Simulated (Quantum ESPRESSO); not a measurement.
# MnS (Browneite): one coupling from two orders, and a test

Aim: get Heisenberg couplings of MnS (Browneite) from the energies of collinear orders, with pencil and paper, and test them on an order left out of the fit.

Calculated with Quantum ESPRESSO 7.5; PBEsol; plane waves with GBRV 1.5 PBEsol potentials, no spin-orbit coupling.

**1. Set-up**

It takes space group F-43m (No. 216, cubic). The conventional cell has a = 5.600 Å, b = 5.600 Å, c = 5.600 Å, α = 90.00°, β = 90.00°, γ = 90.00°. Mn has 4 S at 2.42 Å nearest. S has 4 Mn at 2.42 Å nearest. Farther neighbours and most contacts between anions are not listed.

The cell comes from the Crystallography Open Database.

**2. The parallel order**

All energies count from this run.

Input file pw.in:

```
&CONTROL
  calculation = 'scf'
  prefix = 'pwscf'
  outdir = './tmp'
  pseudo_dir = './pseudo'
  disk_io = 'nowf'
/
&SYSTEM
  ibrav = 0
  nat = 2
  ntyp = 2
  ecutwfc = 40
  ecutrho = 280
  nbnd = 19
  occupations = 'smearing'
  smearing = 'fd'
  degauss = 0.00367493
  nspin = 2
  starting_magnetization(1) = 0.3
  starting_magnetization(2) = 0
/
&ELECTRONS
  conv_thr = 4d-09
  electron_maxstep = 150
  mixing_beta = 0.3
/
ATOMIC_SPECIES
Mn     54.9380 mn_pbesol_v1.5.uspp.F.UPF
S      32.0600 s_pbesol_v1.4.uspp.F.UPF
CELL_PARAMETERS angstrom
   0.0000000000    2.8000000000    2.8000000000
   2.8000000000    0.0000000000    2.8000000000
   2.8000000000    2.8000000000    0.0000000000
ATOMIC_POSITIONS crystal
Mn      0.0000000000    0.0000000000    0.0000000000
S       0.2500000000    0.2500000000    0.2500000000
K_POINTS automatic
6 6 6 0 0 0
```

Command:

```
$ OMP_NUM_THREADS=1 mpirun -n 4 pw.x -nk 4 -in pw.in > pw.out
```

Log:

```text
Program PWSCF v.7.5 starts
     [... lines left out ...]
     number of atoms/cell      =            2
     [... lines left out ...]
     number of electrons       =        21.00
     number of Kohn-Sham states=           19
     kinetic-energy cutoff     =      40.0000  Ry
     charge density cutoff     =     280.0000  Ry
     scf convergence threshold =      4.0E-09
     [... lines left out ...]
     24 Sym. Ops. (no inversion) found
     [... lines left out ...]
     number of k points=    16  Fermi-Dirac smearing, width (Ry)=  0.0037
     [... lines left out ...]
     iteration # 11     ecut=    40.00 Ry     beta= 0.30
     [... lines left out ...]
     Magnetic moment per site  (integrated on atomic sphere of radius R)
     atom   1 (R=0.253)  charge= 12.9394  magn=  4.1303
     atom   2 (R=0.253)  charge=  4.1916  magn=  0.1114
     [... lines left out ...]
     the Fermi energy is     7.3185 ev
!    total energy              =    -235.14297041 Ry
     estimated scf accuracy    <          1.8E-09 Ry
     smearing contrib. (-TS)   =      -0.00066092 Ry
     [... lines left out ...]
     total magnetization       =     4.87 Bohr mag/cell
     absolute magnetization    =     4.87 Bohr mag/cell
     convergence has been achieved in  11 iterations
   JOB DONE.
```

Wall time 6.1 s (4 MPI ranks of AMD EPYC 9R14 (Zen 4), shared host); peak memory 0.35 GiB; 23 s of CPU time.

Spin moment in the atom's sphere by atom:

```tsv
atom	spin moment in the atom's sphere (μB)
Mn1	4.13
S2	0.11
```

This step gave:

| Item | Value |
| --- | --- |
| smearing term TS | 0.008992 eV |
| magnetization | 4.875 μB |
| absolute magnetization | 4.875 μB |
| final state | ferromagnetic |

**3. The orders used for the fit**

The other orders were run with the same settings, on meshes that hold the same points. Free energies are divided by the number of Mn atoms; q is in fractions of the reciprocal vectors of the first run's cell.

```tsv
order	atoms	mesh	free energy (eV)	eV per Mn	largest moment (μB)
F +	2	6×6×6	-3199.2831	-3199.2831	4.13
AF q=(0,1/2,1/2) +-	4	6×3×6	-6399.1402	-3199.5701	3.97
```

**4. Counting neighbours**

With E = −Σ J e_i·e_j over ordered pairs of unit vectors, turning a neighbour from parallel to opposed costs 2J a Mn atom. So an order lies 2 Σ n J over the parallel one, n being the opposed neighbours in each shell.

```tsv
shell	distance (Å)	neighbours	opposed in AF q=(0,1/2,1/2) +-	opposed in AF q=(0,0,1/2) +-
J1	3.96	12	8	6
J2	5.60	6	0	6
```

Only J1 is kept, as an effective coupling that takes up all reversed shells.

**5. Solving**

```
2 × 8 × J1 = -287.0 meV    (AF q=(0,1/2,1/2) +-)
J1 = -17.94 meV
```

**6. The test**

The couplings now give the orders that were left out:

```
2 × 6 × (-17.94) = -215.3 meV    (AF q=(0,0,1/2) +-)
```

The runs themselves:

```tsv
order	atoms	mesh	free energy (eV)	eV per Mn	largest moment (μB)	over the parallel order (meV)	foretold (meV)
AF q=(0,0,1/2) +-	4	6×6×3	-6399.0119	-3199.5059	4.01	-222.8	-215.3
```

**7. Outcome**

* effective J1 (Mn–Mn at 3.96 Å): -17.9 meV
* largest miss on the orders left out: 7.5 meV

In words: The model misses the order left out by 7.5 meV, 2.6 % of the largest energy difference, so it holds on this test. The largest moment changes by 4.0 % between the orders. Shells that were dropped are folded into the couplings or show in the miss. No Hubbard term acts here. In such compounds local and semilocal functionals without one often delocalise the d electrons, and can shrink or lose moments and miss the size, sign and order of the couplings.

[Logs and program files are shortened in this print: banners, set-up blocks, solver, clock and traceback lines can be left out without a mark of their own.]

[Logs are printed without paths, hosts, clocks, repeated set-up lines and the standing remarks that a program may print on its own settings, such as how far it seeks lower states.]

[Hosts, paths, dates, database ids (printed as entryN), source tags and the programs' standing remarks are cut or masked in the printed files.]

[Where a cell is said to come from a database of computed structures, the database is the Materials Project.]
